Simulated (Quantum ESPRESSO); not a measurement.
# MgO (Periclase): from strain to phonon shift

How far does biaxial strain in the (001) plane shift the zone-centre optical mode of MgO (Periclase)?

Calculated with Quantum ESPRESSO 7.5; DFT PBE, scalar-relativistic, plane waves, GBRV ultrasoft pseudopotentials.

The database entry behind the starting cell differs from later determinations by our own check (about 0.1 % long), so it need not match the best structure at ambient conditions.

## Step 1: The relaxed structure

Symmetry: Fm-3m, No. 225, cubic system. Conventional cell: a = 4.255 Å, b = 4.255 Å, c = 4.255 Å, α = 90.00°, β = 90.00°, γ = 90.00°. Mg has 6 O at 2.13 Å nearest. O has 6 Mg at 2.13 Å nearest. Farther neighbours and most contacts between anions are not listed.

This is the cell after its relaxation at this level of theory, not the database cell from which that began.

## Step 2: Uniaxial strain

The relaxed cell is stretched along z alone. This keeps all atoms on sites fixed by symmetry and splits the threefold mode into a singlet, polarised along z, and a doublet. The macroscopic field is left out, so these are transverse modes. Cutoff 55 Ry, k mesh 12×12×12.

From the response at ε_zz = 0.01:

What it wrote:

```text
[banners, grids, parts of the stress and lines that vanish by symmetry left out]
Program PHONON v.7.5
     Reading xml data from directory:

[...]
Exchange-correlation= PBE
                           (   1   4   3   4   0   0   0)
[...]
kinetic-energy cut-off    =      55.0000  Ry
     charge density cut-off    =     440.0000  Ry
     convergence threshold     =      1.0E-18
[...]
Exchange-correlation= PBE
                           (   1   4   3   4   0   0   0)
[...]
q = (   0.0000000   0.0000000   0.0000000 )
     17 Sym.Ops. (with q -> -q+G )
     G cutoff =  363.9312  (  20387 G-vectors)     FFT grid: ( 40, 40, 40)
     G cutoff =  181.9656  (   7295 G-vectors)  smooth grid: ( 27, 27, 27)
     number of k points=   163
[...]
Mode symmetry, D_4h(4/mmm) point group:
[...]
Representation #   1 mode #   1
[...]
End of self-consistent calculation
     Convergence has been achieved
     Representation #   2 mode #   2
[...]
End of self-consistent calculation
     Convergence has been achieved
     Representation #   3 modes #   3   4
[...]
End of self-consistent calculation
     Convergence has been achieved
     Representation #   4 modes #   5   6
[...]
End of self-consistent calculation
     Convergence has been achieved
[...]
q = (    0.000000000   0.000000000   0.000000000 )
[...]
freq (    1) =      -0.231528 [THz] =      -7.722929 [cm-1]
     freq (    2) =      -0.231528 [THz] =      -7.722929 [cm-1]
     freq (    3) =      -0.227078 [THz] =      -7.574490 [cm-1]
     freq (    4) =      10.043944 [THz] =     335.029899 [cm-1]
     freq (    5) =      11.016694 [THz] =     367.477344 [cm-1]
     freq (    6) =      11.016694 [THz] =     367.477344 [cm-1]
[...]
Mode symmetry, D_4h(4/mmm) point group:
     freq (   1-   2) =         -7.7  [cm-1]   --> E_u  X_5' M_5'  I
     freq (   3-   3) =         -7.6  [cm-1]   --> A_2u X_4' M_4'  I
     freq (   4-   4) =        335.0  [cm-1]   --> A_2u X_4' M_4'  I
     freq (   5-   6) =        367.5  [cm-1]   --> E_u  X_5' M_5'  I

   JOB DONE.
```

```tsv
ε_zz	singlet (cm⁻¹)	doublet (cm⁻¹)	σ_zz (GPa)	σ_xx (GPa)
-0.01	397.43	363.77	-2.755	-0.817
-0.005	381.52	364.85	-1.283	-0.354
0	365.83	365.83	0.100	0.100
0.005	350.33	366.70	1.400	0.545
0.01	335.03	367.48	2.620	0.981
```

Stress is counted positive in tension.

## Step 3: The fit

To first order ω² − ω₀² = p ε_zz + q (ε_xx + ε_yy) for the mode along z, and likewise for x and y. With ε_zz alone the singlet gives p and the doublet q.

The linear terms of parabolas through ω² are p = -17.07 ω₀² and q = 1.01 ω₀², with ω₀ = 365.8 cm⁻¹. Those of the stresses are C11 = 269 GPa and C12 = 90 GPa. Under hydrostatic strain p and q imply γ = −(p + 2q)/(6 ω₀²) = 2.51.

A layer held to an in-plane strain ε and free along z takes ε_zz = −2 (C12/C11) ε = -0.669 ε. To first order the singlet then shifts by (q − p C12/C11) ε / ω₀ = 2460 ε cm⁻¹. For ε = 0.006, ε_zz = -0.00402, the formulas for ω² predict 380.32 cm⁻¹ for the singlet and 346.97 cm⁻¹ for the doublet.

## Step 4: A biaxially strained cell

This run was no part of the fit.

What it wrote:

```text
[banners, grids, parts of the stress and lines that vanish by symmetry left out]
[banner, memory and clock lines left out]
Program PHONON v.7.5

[...]
Exchange-correlation= PBE
                           (   1   4   3   4   0   0   0)
[...]
kinetic-energy cut-off    =      55.0000  Ry
     charge density cut-off    =     440.0000  Ry
     convergence threshold     =      1.0E-18
[...]
Exchange-correlation= PBE
                           (   1   4   3   4   0   0   0)
[...]
q = (   0.0000000   0.0000000   0.0000000 )
     17 Sym.Ops. (with q -> -q+G )
     G cutoff =  361.0329  (  20331 G-vectors)     FFT grid: ( 40, 40, 40)
     G cutoff =  180.5165  (   7287 G-vectors)  smooth grid: ( 27, 27, 27)
     number of k points=   163
[...]
Mode symmetry, D_4h(4/mmm) point group:
[...]
Representation #   1 mode #   1
[...]
End of self-consistent calculation
     Convergence has been achieved
     Representation #   2 mode #   2
[...]
End of self-consistent calculation
     Convergence has been achieved
     Representation #   3 modes #   3   4
[...]
End of self-consistent calculation
     Convergence has been achieved
     Representation #   4 modes #   5   6
[...]
End of self-consistent calculation
     Convergence has been achieved
[...]
q = (    0.000000000   0.000000000   0.000000000 )
[...]
freq (    1) =      -0.238479 [THz] =      -7.954788 [cm-1]
     freq (    2) =      -0.238479 [THz] =      -7.954788 [cm-1]
     freq (    3) =      -0.226663 [THz] =      -7.560675 [cm-1]
     freq (    4) =      10.418512 [THz] =     347.524160 [cm-1]
     freq (    5) =      10.418512 [THz] =     347.524160 [cm-1]
     freq (    6) =      11.406887 [THz] =     380.492792 [cm-1]
[...]
Mode symmetry, D_4h(4/mmm) point group:
     freq (   1-   2) =         -8.0  [cm-1]   --> E_u  X_5' M_5'  I
     freq (   3-   3) =         -7.6  [cm-1]   --> A_2u X_4' M_4'  I
     freq (   4-   5) =        347.5  [cm-1]   --> E_u  X_5' M_5'  I
     freq (   6-   6) =        380.5  [cm-1]   --> A_2u X_4' M_4'  I
```

```tsv
mode	predicted (cm⁻¹)	run (cm⁻¹)
singlet	380.32	380.49
doublet	346.97	347.52
```

The stress along z is 0.081 GPa and that in the plane 1.815 GPa; the unstrained cell carries 0.100 GPa.

## Step 5: Summary of results

* p (in units of the squared frequency): -17.07
* q (same units): 1.013
* shift of the singlet per unit of biaxial strain: 2460 cm⁻¹
* C11 and C12: 269 and 90 GPa

In words: To first order, one per cent of tensile biaxial strain moves the singlet of MgO (Periclase) by 24.6 cm⁻¹ and the doublet by -30.6 cm⁻¹; the formulas miss the test run by up to 0.55 cm⁻¹. In the rock-salt structure this mode is infrared active and has no first-order Raman line. The third potential, r, needs shear strain, which was not run. These are harmonic values at zero temperature.

[Host names and launcher messages were left out of these logs when they were recorded.]

[Logs are printed without paths, hosts, clocks, repeated set-up lines and the standing remarks that a program may print on its own settings, such as how far it seeks lower states.]

[Hosts, paths, dates, database ids (printed as entryN), source tags and the programs' standing remarks are cut or masked in the printed files.]
